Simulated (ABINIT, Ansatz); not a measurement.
# How the form of the self-energy moves the gap of YSF (P4/nmm), part 2 of 2

Wanted: the gap of YSF (P4/nmm) under several approximations, with cost.

ABINIT 10.8.3; LDA and many-body steps on it, plane waves. Known limits of the many-body steps: not at the basis limit; no spin-orbit coupling; coarse k mesh.

So far. Step 5 (G0W0, Engel-Farid plasmon pole): Against G0W0 in ABINIT (4×4×2 mesh, 142 bands, screening to 141.5 eV, Godby-Needs plasmon pole), the gap moves by +0.014 eV. Step 6 (G0W0, von der Linden-Horsch plasmon pole): Against G0W0 in ABINIT (4×4×2 mesh, 142 bands, screening to 141.5 eV, Godby-Needs plasmon pole), the gap moves by +0.024 eV.

### 7. One-shot Hartree-Fock

This step: one-shot Hartree-Fock on LDA, plane waves, norm-conserving pseudopotentials.

run.abi reads:

```
acell 3*1.0 Angstrom
rprim 
  3.772985040000 0.000000000000 0.000000000000
  0.000000000000 3.772985040000 0.000000000000
  0.000000000000 0.000000000000 6.826667120000
ntypat 3
znucl 39 16 9
natom 6
typat 1 1 2 2 3 3
xred 
  0.000000000000 0.500000000000 0.227228020000
  0.500000000000 0.000000000000 0.772771980000
  0.000000000000 0.500000000000 0.645567190000
  0.500000000000 0.000000000000 0.354432810000
  0.000000000000 0.000000000000 0.000000000000
  0.500000000000 0.500000000000 0.000000000000
pp_dirpath "pseudos"
pseudos "Y.upf, S.upf, F.upf"
ecut 36
ngkpt 4 4 2
nshiftk 1
shiftk 0 0 0
kptopt 1
chksymbreak 0
istwfk *1
occopt 1
irdwfk 1
optdriver 4
nband 28
gwcalctyp 5
ecutsigx 36
symsigma 1
nkptgw 1
kptgw 
  0.0000000000 0.0000000000 0.0000000000
bdgw 
  23 26
ixc_sigma 40
fftgw 31
indata_prefix "in"
outdata_prefix "out"
tmpdata_prefix "tmp"
```

Started as:

```sh
> OMP_NUM_THREADS=1 mpirun -n 8 abinit run.abi > log
```

Numbers of over 12 decimals in the logs are rounded to 6 here.

The log of the run:

```text
.Version 10.8.3 of ABINIT. v10.8.2 released Aug 2026.

 Symmetries : space group P4/n m m (#129); Bravais tP (primitive tetrag.)
[... echo of the input left out ...]
== DATASET  1 ==================================================================
-   mpi_nproc: 8, omp_nthreads: 1 (-1 if OMP is not activated)

--- !DatasetInfo
iteration_state: {dtset: 1, }
dimensions: {natom: 6, nkpt: 12, mband: 28, nsppol: 1, nspinor: 1, nspden: 1, mpw: 6802, }
cutoff_energies: {ecut:  36.0, pawecutdg:  -1.0, }
[...]
24   6.840 -13.583 -16.361   0.000   1.000   0.000 -16.361  -2.778   4.062
       25   8.012 -11.644  -6.693   0.000   1.000   0.000  -6.693   4.951  12.964
       26   9.761 -14.045  -8.822   0.000   1.000   0.000  -8.822   5.223  14.984

== END DATASET(S) ==============================================================
================================================================================

 -outvars: echo values of variables after computation  --------
           etotal      0.0000000000E+00
            nband          28
             nkpt          12
          spgroup         129
 [... the other variables as echoed above ...]

 Calculation completed.
```

Wall time 3.7 s (8 MPI ranks of Arm Neoverse V1, shared host); peak memory 0.69 GiB.

Numbers from this step:

```yaml
quasiparticle_gap_on_the_points_computed: 8.902 eV
starting_gap_on_the_mesh: 1.172 eV
k_of_the_valence_top: 0, 0, 0
k_of_the_conduction_bottom: 0, 0, 0
least_direct_quasiparticle_gap_on_the_computed_points: 8.902 eV
```

Against G0W0 in ABINIT (4×4×2 mesh, 142 bands, screening to 141.5 eV, Godby-Needs plasmon pole), the gap moves by +6.006 eV.

### 8. Screening, 4×4×2 mesh, 142 bands, screening to 141.5 eV

This step: RPA screening on LDA, plane waves, norm-conserving pseudopotentials.

run.abi: that of step 7 with these lines changed.

```diff
@@ -27,14 +27,14 @@
 irdwfk 1
-optdriver 4
-nband 28
-gwcalctyp 5
-ecutsigx 36
-symsigma 1
-nkptgw 1
-kptgw 
-  0.0000000000 0.0000000000 0.0000000000
-bdgw 
-  23 26
-ixc_sigma 40
-fftgw 31
+optdriver 3
+nband 142
+ecuteps 5.2
+inclvkb 2
+awtr 1
+symchi 1
+gwcalctyp 2
+nfreqre 16
+freqremax 40 eV
+nfreqim 8
+spmeth 1
+nomegasf 120
 indata_prefix "in"
```

The log of the run:

```text
.Version 10.8.3 of ABINIT. v10.8.2 released Aug 2026.

 Symmetries : space group P4/n m m (#129); Bravais tP (primitive tetrag.)
[... echo of the input left out ...]
== DATASET  1 ==================================================================
-   mpi_nproc: 8, omp_nthreads: 1 (-1 if OMP is not activated)

--- !DatasetInfo
iteration_state: {dtset: 1, }
dimensions: {natom: 6, nkpt: 12, mband: 142, nsppol: 1, nspinor: 1, nspden: 1, mpw: 6802, }
cutoff_energies: {ecut:  36.0, pawecutdg:  -1.0, }
electrons: {nelect:   4.80000000E+01, charge:   0.00000000E+00, occopt:   1.00000000E+00, tsmear:   1.00000000E-02, }

 SCREENING: Calculation of the susceptibility and dielectric matrices

 Based on a program developped by R.W. Godby, V. Olevano, G. Onida, and L. Reining.
 Incorporated in ABINIT by V. Olevano, G.-M. Rignanese, and M. Torrent.
.Using double precision arithmetic ; gwpc =  8

[... cell and pseudopotentials left out ...]
--------------------------------------------------------------------------------

 ==== K-mesh for the wavefunctions ====
 Number of points in the irreducible wedge :    12
[... list of points left out ...]
 Together with 16 symmetry operations and time-reversal symmetry
 yields    32 points in the full Brillouin Zone.

 ==== Q-mesh for the screening function ====
 Number of points in the irreducible wedge :    12
[... list of points left out ...]
 Together with 16 symmetry operations and time-reversal symmetry
 yields    32 points in the full Brillouin Zone.

 setmesh: FFT mesh size selected  =    30x   30x   50
          total number of points  =        45000

 vcoul_init : cutoff-mode = AUXILIARY_FUNCTION
 q-points for optical limit:   1
     1)      0.000010    0.000020    0.000030

- screening: taking advantage of time-reversal symmetry
- Maximum band index for partially occupied states nbvw = 24
- Remaining bands to be divided among processors   nbcw = 118
- Number of bands treated by each node ~14

 Number of electrons calculated from density =   48.0000; Expected =   48.0000
 average of density, n =  0.073192
 r_s =    1.4830
 omega_plasma =   26.0969 [eV]

 calculating chi0 at frequencies [eV] :
  1    0.000000E+00    0.000000E+00
  2    2.666667E+00    0.000000E+00
  3    5.333333E+00    0.000000E+00
[...]
23    0.000000E+00    6.646419E+01
 24    0.000000E+00    9.358231E+01

--------------------------------------------------------------------------------
  q-point number  1        q = ( 0.000000, 0.000000, 0.000000) [r.l.u.]
--------------------------------------------------------------------------------
[... chi0 elements left out ...]
  [... further frequencies ...]

 No. of calculated frequencies >  15, stop printing
 For q-point:  0.000010 0.000020 0.000030
  dielectric constant =   6.1248
  dielectric constant without local fields =   7.0907

  Average fulfillment of the sum rule on Im[epsilon] for q-point    1 :     66.24  [%]
[... wings left out ...]
  q-point number  2        q = ( 0.250000, 0.000000, 0.000000) [r.l.u.]
--------------------------------------------------------------------------------
[... chi0 elements left out ...]
  [... further frequencies ...]

 No. of calculated frequencies >  15, stop printing
  Average fulfillment of the sum rule on Im[epsilon] for q-point    2 :     73.24  [%]

 [... 10 further q-points ...]
```

Wall time 3.1 min (8 MPI ranks); peak memory 5.3 GiB; 25 min of CPU time.

This step gave:

```yaml
eps_infinity_with_local_fields_on_this_mesh_along_the_program_s_q_direction: 6.125
the_same_without_local_fields: 7.091
plasma_frequency: 26.10 eV
plane_waves_in_the_screening_matrix: 393
```

### 9. G0W0, contour deformation

This step: G0W0 on LDA, plane waves, norm-conserving pseudopotentials.

run.abi: that of step 8 with these lines changed.

```diff
@@ -27,14 +27,15 @@
 irdwfk 1
-optdriver 3
+optdriver 4
 nband 142
+gwcalctyp 2
+ecutsigx 36
+symsigma 1
+nkptgw 1
+kptgw 
+  0.0000000000 0.0000000000 0.0000000000
+bdgw 
+  23 26
 ecuteps 5.2
-inclvkb 2
-awtr 1
-symchi 1
-gwcalctyp 2
-nfreqre 16
-freqremax 40 eV
-nfreqim 8
-spmeth 1
-nomegasf 120
+irdscr 1
+gwmem 01
 indata_prefix "in"
```

The log of the run:

```text
.Version 10.8.3 of ABINIT. v10.8.2 released Aug 2026.

 Symmetries : space group P4/n m m (#129); Bravais tP (primitive tetrag.)
[... echo of the input left out ...]
== DATASET  1 ==================================================================
-   mpi_nproc: 8, omp_nthreads: 1 (-1 if OMP is not activated)

--- !DatasetInfo
iteration_state: {dtset: 1, }
dimensions: {natom: 6, nkpt: 12, mband: 142, nsppol: 1, nspinor: 1, nspden: 1, mpw: 6802, }
cutoff_energies: {ecut:  36.0, pawecutdg:  -1.0, }
[...]
24   6.840 -13.583 -16.361   1.962   0.769  -0.300 -14.211  -0.628   6.212
[...]
26   9.761 -14.045  -8.822  -3.697   0.784  -0.275 -12.848   1.197  10.958
       26   0.000   0.000   0.000   0.000   0.000   0.000   0.000   0.000   0.000

== END DATASET(S) ==============================================================
================================================================================

 -outvars: echo values of variables after computation  --------
           etotal      0.0000000000E+00
            nband         142
             nkpt          12
          spgroup         129
 [... the other variables as echoed above ...]

 Calculation completed.
```

Elapsed: 8.5 s, on 8 MPI ranks; peak memory 2 GiB.

Numbers from this step:

| Property | Result |
| --- | --- |
| G0W0 gap on the points computed | 2.843 eV |
| starting gap on the mesh | 1.172 eV |
| k of the valence top | 0, 0, 0 |
| k of the conduction bottom | 0, 0, 0 |
| least direct G0W0 gap on the computed points | 2.843 eV |

Against G0W0 in ABINIT (4×4×2 mesh, 142 bands, screening to 141.5 eV, Godby-Needs plasmon pole), the gap moves by −0.053 eV.

### 10. The runs together

Times are wall times on 8 MPI ranks of Arm Neoverse V1, shared host, good to a factor of about two. A run's time includes the screening step that it read.

```
                                     run   mesh  bands  screening cutoff (eV)  DFT gap (eV)  gap on the mesh (eV)  direct (eV)  ε∞ used     time
          G0W0, Godby-Needs plasmon pole  4×4×2    142                  141.5         1.172                 2.896        2.896     6.05  2.1 min
          G0W0, Engel-Farid plasmon pole  4×4×2    142                  141.5         1.172                 2.910        2.910     6.05  2.1 min
G0W0, von der Linden-Horsch plasmon pole  4×4×2    142                  141.5         1.172                 2.920        2.920     6.05  2.1 min
                   one-shot Hartree-Fock  4×4×2      -                      -         1.172                 8.902        8.902        -    3.7 s
               G0W0, contour deformation  4×4×2    142                  141.5         1.172                 2.843        2.843     6.12  3.2 min
```

### 11. Outcome

```
G0W0, Godby-Needs plasmon pole           : 2.896 eV
G0W0, Engel-Farid plasmon pole           : 2.910 eV
G0W0, von der Linden-Horsch plasmon pole : 2.920 eV
one-shot Hartree-Fock                    : 8.902 eV
G0W0, contour deformation                : 2.843 eV
known limits                             : not at the basis limit; no spin-orbit coupling; coarse k mesh
```

G0W0, Engel-Farid plasmon pole: +0.014 eV against G0W0, Godby-Needs plasmon pole. G0W0, von der Linden-Horsch plasmon pole: +0.024 eV against G0W0, Godby-Needs plasmon pole. One-shot Hartree-Fock: +6.006 eV against G0W0, Godby-Needs plasmon pole. G0W0, contour deformation: −0.053 eV against G0W0, Godby-Needs plasmon pole. Bare exchange alone opens the gap to 8.90 eV; against G0W0, correlation takes back 6.01 eV. Bands and cutoff are finite, so the gap is not at the basis limit. The miss can reach some tenths of an eV and take either sign; the mesh is an error of its own. In the first G0W0 run levels were corrected at 1 k point alone, so a gap called «on the mesh» is the least over those, and an edge elsewhere would be missed. The 4×4×2 mesh is coarse for this cell, which bears on the long-range parts of exchange and screening. The many-body steps are scalar-relativistic: spin-orbit coupling is not in them.

[Paths, hosts, dates, memory and timing lines, banners, echoed tables and standing remarks are left out of the program output.]

[Logs are printed without paths, hosts, clocks, repeated set-up lines and the standing remarks that a program may print on its own settings, such as how far it seeks lower states.]

[Runs of the session that timed out or met a known fault of the program may be left out.]

[No measured gap is set beside runs whose start may be inverted or whose files or cutoffs have a known fault.]

[Hosts, paths, dates, database ids (printed as entryN), source tags and the programs' standing remarks are cut or masked in the printed files.]

[G0W0 gaps are taken among the corrected bands and points alone; a level outside them can change the order at an edge.]

[Where Ansatz stands beside ABINIT at settings called matched, ABINIT's density can come from a denser mesh and the files from another edition; pairs whose starting gaps differed by over 0.03 eV were left out, so agreement reads better than it is.]
